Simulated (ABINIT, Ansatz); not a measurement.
An input for ABINIT 10.8.3 (LiBiB2O6 (R-3)):

```
acell 3*1.0 Angstrom
rprim 
  2.439250647883 1.408302018200 5.224968345293
  -2.439250647883 1.408302018200 5.224968345293
  0.000000000000 -2.816604036329 5.224968345313
ntypat 4
znucl 3 5 83 8
natom 10
typat 1 2 2 3 4 4 4 4 4 4
xred 
  0.500000000000 0.500000000000 0.500000000000
  0.254532000000 0.254532000000 0.254532000000
  0.745468000000 0.745468000000 0.745468000000
  -0.000000000000 -0.000000000000 0.000000000000
  0.031291000000 0.463879000000 0.746058000000
  0.536121000000 0.253942000000 0.968709000000
  0.253942000000 0.968709000000 0.536121000000
  0.746058000000 0.031291000000 0.463879000000
  0.463879000000 0.746058000000 0.031291000000
  0.968709000000 0.536121000000 0.253942000000
pp_dirpath "pseudos"
pseudos "Li.upf, B.upf, Bi.upf, O.upf"
ecut 44
iscf -2
irdden 1
kptopt 0
nkpt 31
kpt 
  0.00000000 0.00000000 0.00000000
  0.12500000 0.12500000 0.12500000
  0.25000000 0.25000000 0.25000000
  0.37500000 0.37500000 0.37500000
  0.50000000 0.50000000 0.50000000
  0.57122531 0.42877468 0.50000000
  0.64245063 0.35754937 0.50000000
  0.71367595 0.28632406 0.50000000
  0.78490126 0.21509874 0.50000000
  0.50000000 -0.21509874 0.21509874
  0.50000000 -0.16132406 0.16132406
  0.50000000 -0.10754937 0.10754937
  0.50000000 -0.05377468 0.05377468
  0.50000000 0.00000000 0.00000000
  0.37500000 0.00000000 0.00000000
  0.25000000 0.00000000 0.00000000
  0.12500000 0.00000000 0.00000000
  0.00000000 0.00000000 0.00000000
  0.08938734 -0.08938734 0.00000000
  0.17877468 -0.17877468 0.00000000
  0.26816203 -0.26816203 0.00000000
  0.35754937 -0.35754937 0.00000000
  0.64245063 0.00000000 0.35754937
  0.60683797 0.00000000 0.39316203
  0.57122531 0.00000000 0.42877468
  0.53561266 0.00000000 0.46438734
  0.50000000 0.00000000 0.50000000
  0.37500000 0.00000000 0.37500000
  0.25000000 0.00000000 0.25000000
  0.12500000 0.00000000 0.12500000
  0.00000000 0.00000000 0.00000000
istwfk *1
nband 41
nbdbuf 2
tolwfr 1e-08
nstep 40
prtwf 0
prtvol 0
indata_prefix "in"
outdata_prefix "out"
tmpdata_prefix "tmp"
```

```sh
OMP_NUM_THREADS=1 mpirun -n 4 abinit run.abi > log
```

Q: How long will it take on 4 MPI ranks of AMD EPYC 9R14 (Zen 4), shared host, and how much memory?

It took 87 s; on shared hardware allow 44 s to 2.9 min. Peak host memory was 0.66 GiB.

[Paths, hosts, dates, memory and timing lines, banners, echoed tables and standing remarks are left out of the program output.]

[Logs are printed without paths, hosts, clocks, repeated set-up lines and the standing remarks that a program may print on its own settings, such as how far it seeks lower states.]

[Runs of the session that timed out or met a known fault of the program may be left out.]

[Hosts, paths, dates, database ids (printed as entryN), source tags and the programs' standing remarks are cut or masked in the printed files.]

[G0W0 gaps are taken among the corrected bands and points alone; a level outside them can change the order at an edge.]

[Where Ansatz stands beside ABINIT at settings called matched, ABINIT's density can come from a denser mesh and the files from another edition; pairs whose starting gaps differed by over 0.03 eV were left out, so agreement reads better than it is.]
